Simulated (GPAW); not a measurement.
# Core-hole calculation of the F K edge in NaHF2 (R-3m)

What does one-electron theory with a core hole give for the F K edge of NaHF2 (R-3m)?

Method: X-ray absorption from dipole matrix elements to empty bands, plane-wave PAW LDA, in GPAW 26.7.0.

Report form: the programs' logs are mostly left out.

### 1. Starting point

Symmetry: R-3m, No. 166, trigonal system. Conventional cell: a = 3.474 Å, b = 3.474 Å, c = 13.750 Å, α = 90.00°, β = 90.00°, γ = 120.00°. Nearest to Na lie 6 F at 2.32 Å. F has 1 H at 1.13 Å and 3 Na at 2.32 Å nearest. Nearest to H lie 2 F at 1.13 Å. Farther neighbours and most contacts between anions are not listed.

### 2. The field without a hole

The ground state comes first: it tells whether the system has a gap, which decides how the excited electron is treated.

scf.py

```python
import numpy as np
from ase import Atoms
from ase.parallel import parprint, paropen
from gpaw import GPAW, PW, FermiDirac, Mixer, MixerDif, setup_paths
from gpaw.test import gen
setup_paths.insert(0, '.')
gen('F', name='nch1s', xcname='LDA', corehole=(1, 0, 0), write_xml=True)
from gpaw.mpi import world
world.barrier()

atoms = Atoms('NaF2H',
    cell=[[1.737, 1.00285742, 4.58333333],
     [-1.737, 1.00285742, 4.58333333],
     [0, -2.00571484, 4.58333333]],
    scaled_positions=[[0, 0, 0],
     [0.5824, 0.5824, 0.5824],
     [0.4176, 0.4176, 0.4176],
     [0.5, 0.5, 0.5]],
    pbc=True)
atoms.calc = calc = GPAW(legacy_gpaw=True, mode=PW(500), xc='LDA', setups={1: 'nch1s'},
    kpts={'size': (8, 8, 8), 'gamma': True}, occupations=FermiDirac(0.05),
    charge=0, mixer=Mixer(0.1, 5, 50), maxiter=150,
    convergence={'density': 0.0001}, txt='scf.txt')
energy = atoms.get_potential_energy() + calc.get_reference_energy()
ef = calc.get_fermi_level()
out = dict(energy=energy, fermi=ef, forces=atoms.get_forces().tolist())
parprint(f'all-electron energy {energy:.4f} eV, Fermi level {ef:.4f} eV')
ev = np.array([[calc.get_eigenvalues(k, s) for k in range(len(calc.get_ibz_k_points()))] for s in range(calc.get_number_of_spins())])
out['homo'], out['lumo'], out['counts'] = ev[ev < ef].max(), ev[ev > ef].min(), sorted(set((ev < ef).sum((0, 2)).tolist()))
out['filled'] = (ev[:, 0] < ef).sum(1).tolist()
import json
with paropen('out.json', 'w') as f:
    json.dump(out, f)
```

The run is started by

```console
$ OMP_NUM_THREADS=1 mpirun -n 4 gpaw python scf.py
```

It took 22 s on 4 MPI ranks of Arm Neoverse V2, shared host; peak memory 0.21 GiB; 89 s of CPU time.

The mesh shows a gap of 6.60 eV, so the hole is first treated in a charged cell, without the excited electron.

### 3. Spectrum without a core hole, F atom 2

This cheap baseline ignores the attraction of the hole: it shows the absorber's empty states as they are in the ground state. The data set with a hole of occupation 0 only carries the core orbital.

The absorber has 1 H at 1.13 Å and 3 Na at 2.32 Å (distorted tetrahedral, site symmetry 3m).

xas.py

```python
import numpy as np
from ase import Atoms
from ase.parallel import parprint, paropen
from gpaw import GPAW, PW, FermiDirac, Mixer, MixerDif, setup_paths
from gpaw.test import gen
setup_paths.insert(0, '.')
gen('F', name='nch1s', xcname='LDA', corehole=(1, 0, 0), write_xml=True)
from gpaw.mpi import world
world.barrier()

atoms = Atoms('NaF2H',
    cell=[[1.737, 1.00285742, 4.58333333],
     [-1.737, 1.00285742, 4.58333333],
     [0, -2.00571484, 4.58333333]],
    scaled_positions=[[0, 0, 0],
     [0.5824, 0.5824, 0.5824],
     [0.4176, 0.4176, 0.4176],
     [0.5, 0.5, 0.5]],
    pbc=True)
atoms.calc = calc = GPAW(legacy_gpaw=True, mode=PW(500), xc='LDA', setups={1: 'nch1s'},
    kpts={'size': (8, 8, 8), 'gamma': True}, occupations=FermiDirac(0.02),
    charge=0, mixer=Mixer(0.1, 5, 50), maxiter=150,
    convergence={'density': 0.0001}, txt='scf.txt')
energy = atoms.get_potential_energy() + calc.get_reference_energy()
ef = calc.get_fermi_level()
out = dict(energy=energy, fermi=ef, forces=atoms.get_forces().tolist())
parprint(f'all-electron energy {energy:.4f} eV, Fermi level {ef:.4f} eV')
ev = np.array([[calc.get_eigenvalues(k, s) for k in range(len(calc.get_ibz_k_points()))] for s in range(calc.get_number_of_spins())])
out['homo'], out['lumo'], out['counts'] = ev[ev < ef].max(), ev[ev > ef].min(), sorted(set((ev < ef).sum((0, 2)).tolist()))
out['filled'] = (ev[:, 0] < ef).sum(1).tolist()

from ase.units import Ha
from gpaw.xas import dipole_matrix_elements
nb = int(calc.get_number_of_electrons() / 2) + 32
top = nb
nscf = calc.fixed_density(kpts={'size': (8, 8, 8), 'gamma': True},
    convergence={'eigenstates': 1.0}, txt='nscf.txt')
nscf.diagonalize_full_hamiltonian(nbands=nb)
cell = atoms.cell.array
ops = [cell.T @ U.T @ np.linalg.inv(cell.T) for U in nscf.wfs.kd.symmetry.op_scc]
filled = [11]  # bands filled in the ground state, by spin
E = np.arange(-25, 34, 0.1)
fwhm = np.interp(E, [4, 25], [0.9, 3.5])
Y, X, zero, highest = 0, 0, 1e9, 1e9
for spin in range(nscf.get_number_of_spins()):
    wfs = nscf.wfs
    A = dipole_matrix_elements(wfs.setups[1])
    eps = np.zeros((wfs.kd.nibzkpts, nb))
    d = np.zeros((3, A.shape[1], wfs.kd.nibzkpts, nb), complex)
    for kpt in wfs.kpt_u:
        if kpt.s == spin and 1 in kpt.P_ani:
            eps[kpt.k] = kpt.eps_n * Ha
            d[:, :, kpt.k] = (kpt.weight * wfs.nspins / 2) ** 0.5 * np.inner(A, kpt.P_ani[1])
    world.sum(eps)
    world.sum(d)
    T = np.einsum('amkn,bmkn->abkn', d, d.conj()).real
    T = sum(np.einsum('ai,ijkn,bj->abkn', R, T, R) for R in ops) / len(ops)
    empty = np.ones_like(eps, bool) & (np.arange(nb) >= filled[spin])
    zero, highest = min(zero, eps[empty].min()), min(highest, eps[:, top - 1].min())
    lines = [(eps, T, empty)] if spin == 0 else lines + [(eps, T, empty)]
for eps, T, empty in lines:
    f = np.einsum('aakn->akn', T).reshape(3, -1)
    x = eps.ravel() - zero
    w = np.interp(x, E, fwhm) / 2.35482
    g = np.exp(-0.5 * ((E[:, None] - x) / w) ** 2) / (w * (2 * np.pi) ** 0.5)
    Y = Y + (f * empty.ravel()) @ g.T
    X = X + (f * ~empty.ravel()) @ g.T
out.update(E=E.round(2).tolist(), xas=Y.tolist(), xes=X.tolist(), zero=zero, valid=highest - zero, nk=len(eps), nb=nb)
for i in range(0, len(E), 10):
    parprint(f'{E[i]:7.2f}', *(f'{v:10.3e}' for v in Y[:, i]))
import json
with paropen('out.json', 'w') as f:
    json.dump(out, f)
```

The run is started by

```console
$ OMP_NUM_THREADS=1 mpirun -n 4 gpaw python xas.py
```

Wall time 3.1 min (4 MPI ranks); peak memory 0.41 GiB; 13 min of CPU time.

The F K spectrum, F atom 2, no core hole (energy from the lowest empty level; intensity scaled to a mean of 1 over the first 20 eV; polarised curves are means over the symmetry-equivalent atoms):

| E (eV) | isotropic | ε ⊥ c | ε ∥ c |
| --- | --- | --- | --- |
| -2.0 | 0.00 | 0.00 | 0.00 |
| -1.5 | 0.00 | 0.00 | 0.00 |
| -1.0 | 0.00 | 0.00 | 0.00 |
| -0.5 | 0.00 | 0.00 | 0.00 |
| 0.0 | 0.01 | 0.01 | 0.01 |
| 0.5 | 0.05 | 0.04 | 0.05 |
| 1.0 | 0.11 | 0.11 | 0.12 |
| 1.5 | 0.21 | 0.20 | 0.21 |
| 2.0 | 0.29 | 0.29 | 0.27 |
| 2.5 | 0.42 | 0.47 | 0.31 |
| 3.0 | 0.49 | 0.54 | 0.39 |
| 3.5 | 0.64 | 0.71 | 0.52 |
| 4.0 | 0.83 | 0.92 | 0.64 |
| 4.5 | 0.94 | 1.06 | 0.69 |
| 5.0 | 1.19 | 1.42 | 0.73 |
| 5.5 | 1.27 | 1.55 | 0.70 |
| 6.0 | 1.17 | 1.43 | 0.64 |
| 6.5 | 1.08 | 1.30 | 0.63 |
| 7.0 | 1.07 | 1.22 | 0.76 |
| 7.5 | 1.09 | 1.13 | 1.00 |
| 8.0 | 1.10 | 1.01 | 1.28 |
| 8.5 | 1.20 | 0.91 | 1.76 |
| 9.0 | 1.42 | 0.82 | 2.62 |
| 9.5 | 1.73 | 0.74 | 3.72 |
| 10.0 | 1.98 | 0.67 | 4.59 |
| 10.5 | 1.98 | 0.62 | 4.70 |
| 11.0 | 1.77 | 0.64 | 4.02 |
| 11.5 | 1.59 | 0.83 | 3.09 |
| 12.0 | 1.59 | 1.15 | 2.47 |
| 12.5 | 1.64 | 1.37 | 2.19 |
| 13.0 | 1.52 | 1.31 | 1.92 |
| 13.5 | 1.20 | 1.04 | 1.52 |
| 14.0 | 0.86 | 0.75 | 1.09 |
| 14.5 | 0.64 | 0.57 | 0.77 |
| 15.0 | 0.56 | 0.55 | 0.58 |
| 15.5 | 0.60 | 0.64 | 0.50 |
| 16.0 | 0.70 | 0.81 | 0.49 |
| 16.5 | 0.84 | 1.00 | 0.52 |
| 17.0 | 0.95 | 1.13 | 0.58 |
| 17.5 | 1.01 | 1.20 | 0.63 |
| 18.0 | 1.01 | 1.19 | 0.67 |
| 18.5 | 0.98 | 1.13 | 0.68 |
| 19.0 | 0.92 | 1.06 | 0.66 |
| 19.5 | 0.86 | 0.98 | 0.62 |
| 20.0 | 0.81 | 0.92 | 0.59 |
| 20.5 | 0.78 | 0.88 | 0.56 |
| 21.0 | 0.75 | 0.86 | 0.53 |
| 21.5 | 0.73 | 0.84 | 0.50 |
| 22.0 | 0.70 | 0.82 | 0.47 |
| 22.5 | 0.67 | 0.79 | 0.45 |
| 23.0 | 0.64 | 0.75 | 0.44 |
| 23.5 | 0.62 | 0.71 | 0.44 |
| 24.0 | 0.60 | 0.68 | 0.45 |
| 24.5 | 0.60 | 0.67 | 0.47 |
| 25.0 | 0.61 | 0.67 | 0.49 |
| 25.5 | 0.63 | 0.69 | 0.51 |
| 26.0 | 0.66 | 0.72 | 0.53 |
| 26.5 | 0.69 | 0.76 | 0.55 |
| 27.0 | 0.72 | 0.78 | 0.58 |
| 27.5 | 0.74 | 0.80 | 0.62 |
| 28.0 | 0.76 | 0.81 | 0.67 |
| 28.5 | 0.77 | 0.80 | 0.72 |
| 29.0 | 0.78 | 0.79 | 0.77 |
| 29.5 | 0.78 | 0.77 | 0.82 |
| 30.0 | 0.77 | 0.74 | 0.84 |
| 30.5 | 0.76 | 0.71 | 0.85 |
| 31.0 | 0.73 | 0.68 | 0.83 |
| 31.5 | 0.69 | 0.64 | 0.79 |
| 32.0 | 0.65 | 0.60 | 0.74 |

Main maxima below 24 eV (height): 5.4 eV (1.27), 10.3 eV (2.02), 12.5 eV (1.64) and 17.8 eV (1.02). A K edge sees empty p states on the absorber.

The same matrix elements for filled bands give the F K emission of F atom 2 (ground-state approximation; energy from the lowest empty level, largest value 1):

| E (eV) | emission |
| --- | --- |
| -24.00 | 0.00 |
| -23.25 | 0.00 |
| -22.50 | 0.00 |
| -21.75 | 0.00 |
| -21.00 | 0.00 |
| -20.25 | 0.00 |
| -19.50 | 0.00 |
| -18.75 | 0.00 |
| -18.00 | 0.00 |
| -17.25 | 0.00 |
| -16.50 | 0.00 |
| -15.75 | 0.00 |
| -15.00 | 0.00 |
| -14.25 | 0.00 |
| -13.50 | 0.00 |
| -12.75 | 0.00 |
| -12.00 | 0.02 |
| -11.25 | 0.20 |
| -10.50 | 0.05 |
| -9.75 | 0.00 |
| -9.00 | 0.01 |
| -8.25 | 0.23 |
| -7.50 | 0.83 |
| -6.75 | 0.79 |
| -6.00 | 0.06 |
| -5.25 | 0.00 |
| -4.50 | 0.00 |
| -3.75 | 0.00 |
| -3.00 | 0.00 |
| -2.25 | 0.00 |
| -1.50 | 0.00 |
| -0.75 | 0.00 |
| 0.00 | 0.00 |
| 0.75 | 0.00 |
| 1.50 | 0.00 |
| 2.25 | 0.00 |
| 3.00 | 0.00 |

Emission maxima: -11.2 eV (0.20) and -7.2 eV (1.00).

### 4. Supercell without a hole, the energy reference

The photon energy needs a difference of total energies, so the cell and mesh of the coming hole run are first run without a hole.

scf.py: that of step 2 with these lines changed.

```diff
@@ -10,13 +10,33 @@
 
-atoms = Atoms('NaF2H',
-    cell=[[1.737, 1.00285742, 4.58333333],
-     [-1.737, 1.00285742, 4.58333333],
-     [0, -2.00571484, 4.58333333]],
+atoms = Atoms('Na6F12H6',
+    cell=[[3.474, 6.01714451, 0],
+     [5.211, 1.00285742, 4.58333333],
+     [5.211, -1.00285742, -4.58333333]],
     scaled_positions=[[0, 0, 0],
-     [0.5824, 0.5824, 0.5824],
-     [0.4176, 0.4176, 0.4176],
-     [0.5, 0.5, 0.5]],
+     [0, 0.33333333, 0.33333333],
+     [0.5, 0, 0],
+     [0, 0.66666667, 0.66666667],
+     [0.5, 0.33333333, 0.33333333],
+     [0.5, 0.66666667, 0.66666667],
+     [0.7088, 0.97066667, 0.22346667],
+     [0.7088, 0.304, 0.5568],
+     [0.2088, 0.97066667, 0.22346667],
+     [0.7088, 0.63733333, 0.89013333],
+     [0.2088, 0.304, 0.5568],
+     [0.2088, 0.63733333, 0.89013333],
+     [0.7912, 0.696, 0.4432],
+     [0.7912, 0.02933333, 0.77653333],
+     [0.2912, 0.696, 0.4432],
+     [0.7912, 0.36266667, 0.10986667],
+     [0.2912, 0.02933333, 0.77653333],
+     [0.2912, 0.36266667, 0.10986667],
+     [0.75, 0.83333333, 0.33333333],
+     [0.75, 0.16666667, 0.66666667],
+     [0.25, 0.83333333, 0.33333333],
+     [0.75, 0.5, 0],
+     [0.25, 0.16666667, 0.66666667],
+     [0.25, 0.5, 0]],
     pbc=True)
-atoms.calc = calc = GPAW(legacy_gpaw=True, mode=PW(500), xc='LDA', setups={1: 'nch1s'},
-    kpts={'size': (8, 8, 8), 'gamma': True}, occupations=FermiDirac(0.05),
+atoms.calc = calc = GPAW(legacy_gpaw=True, mode=PW(500), xc='LDA', setups={6: 'nch1s'},
+    kpts={'size': (3, 3, 3), 'gamma': True}, occupations=FermiDirac(0.02),
     charge=0, mixer=Mixer(0.1, 5, 50), maxiter=150,
```

The run is started by

```console
$ OMP_NUM_THREADS=1 mpirun -n 4 gpaw python scf.py
```

It took 60 s on 4 MPI ranks; peak memory 0.4 GiB; 4 min of CPU time.

Reference energy: -58963.198 eV with the cores included.

### 5. Spectrum with FCH, F atom 2

The holes are 6.9 Å apart. In GPAW the data set carries the hole's charge, so charge=0 means a charged cell and charge=-1 a neutral one. The excited electron is left out and a uniform background balances the charge. After the field has converged, empty bands are computed with the density fixed and the dipole matrix elements are summed.

xas.py

```python
import numpy as np
from ase import Atoms
from ase.parallel import parprint, paropen
from gpaw import GPAW, PW, FermiDirac, Mixer, MixerDif, setup_paths
from gpaw.test import gen
setup_paths.insert(0, '.')
gen('F', name='fch1s', xcname='LDA', corehole=(1, 0, 1), write_xml=True)
from gpaw.mpi import world
world.barrier()

atoms = Atoms('Na6F12H6',
    cell=[[3.474, 6.01714451, 0],
     [5.211, 1.00285742, 4.58333333],
     [5.211, -1.00285742, -4.58333333]],
    scaled_positions=[[0, 0, 0],
     [0, 0.33333333, 0.33333333],
     [0.5, 0, 0],
     [0, 0.66666667, 0.66666667],
     [0.5, 0.33333333, 0.33333333],
     [0.5, 0.66666667, 0.66666667],
     [0.7088, 0.97066667, 0.22346667],
     [0.7088, 0.304, 0.5568],
     [0.2088, 0.97066667, 0.22346667],
     [0.7088, 0.63733333, 0.89013333],
     [0.2088, 0.304, 0.5568],
     [0.2088, 0.63733333, 0.89013333],
     [0.7912, 0.696, 0.4432],
     [0.7912, 0.02933333, 0.77653333],
     [0.2912, 0.696, 0.4432],
     [0.7912, 0.36266667, 0.10986667],
     [0.2912, 0.02933333, 0.77653333],
     [0.2912, 0.36266667, 0.10986667],
     [0.75, 0.83333333, 0.33333333],
     [0.75, 0.16666667, 0.66666667],
     [0.25, 0.83333333, 0.33333333],
     [0.75, 0.5, 0],
     [0.25, 0.16666667, 0.66666667],
     [0.25, 0.5, 0]],
    pbc=True)
atoms.calc = calc = GPAW(legacy_gpaw=True, mode=PW(500), xc='LDA', setups={6: 'fch1s'},
    kpts={'size': (3, 3, 3), 'gamma': True}, occupations=FermiDirac(0.02),
    charge=0, mixer=Mixer(0.1, 5, 50), maxiter=150,
    convergence={'density': 0.0001}, txt='scf.txt')
energy = atoms.get_potential_energy() + calc.get_reference_energy()
ef = calc.get_fermi_level()
out = dict(energy=energy, fermi=ef, forces=atoms.get_forces().tolist())
parprint(f'all-electron energy {energy:.4f} eV, Fermi level {ef:.4f} eV')
ev = np.array([[calc.get_eigenvalues(k, s) for k in range(len(calc.get_ibz_k_points()))] for s in range(calc.get_number_of_spins())])
out['homo'], out['lumo'], out['counts'] = ev[ev < ef].max(), ev[ev > ef].min(), sorted(set((ev < ef).sum((0, 2)).tolist()))
out['filled'] = (ev[:, 0] < ef).sum(1).tolist()

from ase.units import Ha
from gpaw.xas import dipole_matrix_elements
nb = int(calc.get_number_of_electrons() / 2) + 173
top, nb = nb, nb + 8 + nb // 12
nscf = calc.fixed_density(kpts={'size': (4, 4, 4), 'gamma': True}, nbands=nb,
    convergence={'bands': top, 'eigenstates': 1e-5}, maxiter=60, txt='nscf.txt')
cell = atoms.cell.array
ops = [cell.T @ U.T @ np.linalg.inv(cell.T) for U in nscf.wfs.kd.symmetry.op_scc]
filled = [66]  # bands filled in the ground state, by spin
E = np.arange(-6, 34, 0.1)
fwhm = np.interp(E, [4, 25], [0.9, 3.5])
Y, X, zero, highest = 0, 0, 1e9, 1e9
for spin in range(nscf.get_number_of_spins()):
    wfs = nscf.wfs
    A = dipole_matrix_elements(wfs.setups[6])
    eps = np.zeros((wfs.kd.nibzkpts, nb))
    d = np.zeros((3, A.shape[1], wfs.kd.nibzkpts, nb), complex)
    for kpt in wfs.kpt_u:
        if kpt.s == spin and 6 in kpt.P_ani:
            eps[kpt.k] = kpt.eps_n * Ha
            d[:, :, kpt.k] = (kpt.weight * wfs.nspins / 2) ** 0.5 * np.inner(A, kpt.P_ani[6])
    world.sum(eps)
    world.sum(d)
    T = np.einsum('amkn,bmkn->abkn', d, d.conj()).real
    T = sum(np.einsum('ai,ijkn,bj->abkn', R, T, R) for R in ops) / len(ops)
    empty = np.ones_like(eps, bool) & (np.arange(nb) >= filled[spin])
    zero, highest = min(zero, eps[empty].min()), min(highest, eps[:, top - 1].min())
    lines = [(eps, T, empty)] if spin == 0 else lines + [(eps, T, empty)]
for eps, T, empty in lines:
    f = np.einsum('aakn->akn', T).reshape(3, -1)
    x = eps.ravel() - zero
    w = np.interp(x, E, fwhm) / 2.35482
    g = np.exp(-0.5 * ((E[:, None] - x) / w) ** 2) / (w * (2 * np.pi) ** 0.5)
    Y = Y + (f * empty.ravel()) @ g.T
    X = X + (f * ~empty.ravel()) @ g.T
out.update(E=E.round(2).tolist(), xas=Y.tolist(), xes=X.tolist(), zero=zero, valid=highest - zero, nk=len(eps), nb=nb)
for i in range(0, len(E), 10):
    parprint(f'{E[i]:7.2f}', *(f'{v:10.3e}' for v in Y[:, i]))
import json
with paropen('out.json', 'w') as f:
    json.dump(out, f)
```

The run is started by

```console
$ OMP_NUM_THREADS=1 mpirun -n 4 gpaw python xas.py
```

Run time: 9.5 min. Hardware: 4 MPI ranks; peak memory 0.89 GiB.

The F K spectrum, F atom 2, full core hole (charged cell) (energy from the lowest empty level; intensity scaled to a mean of 1 over the first 20 eV; polarised curves are means over the symmetry-equivalent atoms):

| E (eV) | isotropic | ε ⊥ c | ε ∥ c |
| --- | --- | --- | --- |
| -2.0 | 0.00 | 0.00 | 0.00 |
| -1.5 | 0.00 | 0.00 | 0.00 |
| -1.0 | 0.00 | 0.00 | 0.00 |
| -0.5 | 0.00 | 0.00 | 0.01 |
| 0.0 | 0.03 | 0.01 | 0.07 |
| 0.5 | 0.12 | 0.03 | 0.30 |
| 1.0 | 0.21 | 0.04 | 0.55 |
| 1.5 | 0.24 | 0.14 | 0.43 |
| 2.0 | 0.58 | 0.55 | 0.63 |
| 2.5 | 1.12 | 1.12 | 1.12 |
| 3.0 | 1.51 | 1.52 | 1.48 |
| 3.5 | 1.93 | 1.80 | 2.18 |
| 4.0 | 1.97 | 1.64 | 2.64 |
| 4.5 | 1.60 | 1.23 | 2.33 |
| 5.0 | 1.83 | 1.49 | 2.52 |
| 5.5 | 1.91 | 1.42 | 2.90 |
| 6.0 | 1.93 | 1.06 | 3.69 |
| 6.5 | 2.28 | 0.99 | 4.86 |
| 7.0 | 2.15 | 0.96 | 4.55 |
| 7.5 | 1.59 | 0.84 | 3.09 |
| 8.0 | 1.13 | 0.73 | 1.94 |
| 8.5 | 0.85 | 0.64 | 1.28 |
| 9.0 | 0.68 | 0.58 | 0.89 |
| 9.5 | 0.61 | 0.57 | 0.68 |
| 10.0 | 0.60 | 0.62 | 0.56 |
| 10.5 | 0.63 | 0.71 | 0.47 |
| 11.0 | 0.71 | 0.85 | 0.43 |
| 11.5 | 0.84 | 1.04 | 0.44 |
| 12.0 | 0.99 | 1.24 | 0.49 |
| 12.5 | 1.04 | 1.29 | 0.52 |
| 13.0 | 0.93 | 1.13 | 0.52 |
| 13.5 | 0.75 | 0.87 | 0.49 |
| 14.0 | 0.59 | 0.67 | 0.44 |
| 14.5 | 0.52 | 0.58 | 0.38 |
| 15.0 | 0.53 | 0.63 | 0.34 |
| 15.5 | 0.62 | 0.77 | 0.33 |
| 16.0 | 0.75 | 0.95 | 0.35 |
| 16.5 | 0.86 | 1.10 | 0.38 |
| 17.0 | 0.92 | 1.17 | 0.42 |
| 17.5 | 0.91 | 1.14 | 0.45 |
| 18.0 | 0.86 | 1.06 | 0.47 |
| 18.5 | 0.80 | 0.96 | 0.48 |
| 19.0 | 0.74 | 0.87 | 0.48 |
| 19.5 | 0.69 | 0.80 | 0.47 |
| 20.0 | 0.66 | 0.76 | 0.48 |
| 20.5 | 0.65 | 0.74 | 0.48 |
| 21.0 | 0.65 | 0.73 | 0.49 |
| 21.5 | 0.65 | 0.73 | 0.50 |
| 22.0 | 0.65 | 0.72 | 0.50 |
| 22.5 | 0.64 | 0.71 | 0.51 |
| 23.0 | 0.64 | 0.70 | 0.52 |
| 23.5 | 0.64 | 0.68 | 0.54 |
| 24.0 | 0.64 | 0.68 | 0.56 |
| 24.5 | 0.65 | 0.69 | 0.58 |
| 25.0 | 0.68 | 0.71 | 0.61 |
| 25.5 | 0.70 | 0.74 | 0.63 |
| 26.0 | 0.73 | 0.78 | 0.65 |
| 26.5 | 0.76 | 0.80 | 0.68 |
| 27.0 | 0.78 | 0.82 | 0.71 |
| 27.5 | 0.79 | 0.82 | 0.75 |
| 28.0 | 0.79 | 0.80 | 0.78 |
| 28.5 | 0.79 | 0.77 | 0.82 |
| 29.0 | 0.77 | 0.74 | 0.84 |
| 29.5 | 0.75 | 0.70 | 0.85 |
| 30.0 | 0.73 | 0.67 | 0.83 |
| 30.5 | 0.70 | 0.64 | 0.80 |
| 31.0 | 0.66 | 0.62 | 0.75 |
| 31.5 | 0.63 | 0.59 | 0.69 |
| 32.0 | 0.59 | 0.57 | 0.63 |

Main maxima below 24 eV (height): 3.8 eV (2.07), 5.3 eV (1.94), 6.7 eV (2.32), 12.4 eV (1.04) and 17.2 eV (0.92). 

The hole costs E(hole) − E(ground) = 688.61 eV, and the lowest empty level of the hole cell on the spectrum's mesh lies at 2.46 eV, which puts the zero at 691.07 eV. One term is added: -9.89 eV, since the hole is spin-paired here and a spin-polarised one costs that much less in the free atom (computed apart). The photon energy is then 681.18 eV. The functional and the charged cell's background leave an error in such absolute values: in the free atom LDA prices this hole 4.7 eV below PBE (computed apart), and PBE is itself good to a few eV.

(Part 1 of 2 ends here.)

[Logs are printed without paths, hosts, clocks, repeated set-up lines and the standing remarks that a program may print on its own settings, such as how far it seeks lower states.]

[Hosts, paths, dates, database ids (printed as entryN), source tags and the programs' standing remarks are cut or masked in the printed files.]

[Lists of maxima count a maximum above −3 eV only where it reaches 4 % of the highest in the window and stands out from its surroundings by 2 % of it (1.5 % where it reaches 55 %); shoulders and weaker maxima are passed over, and of the rest the first, up to two pre-edge ones and the few strongest are named.]
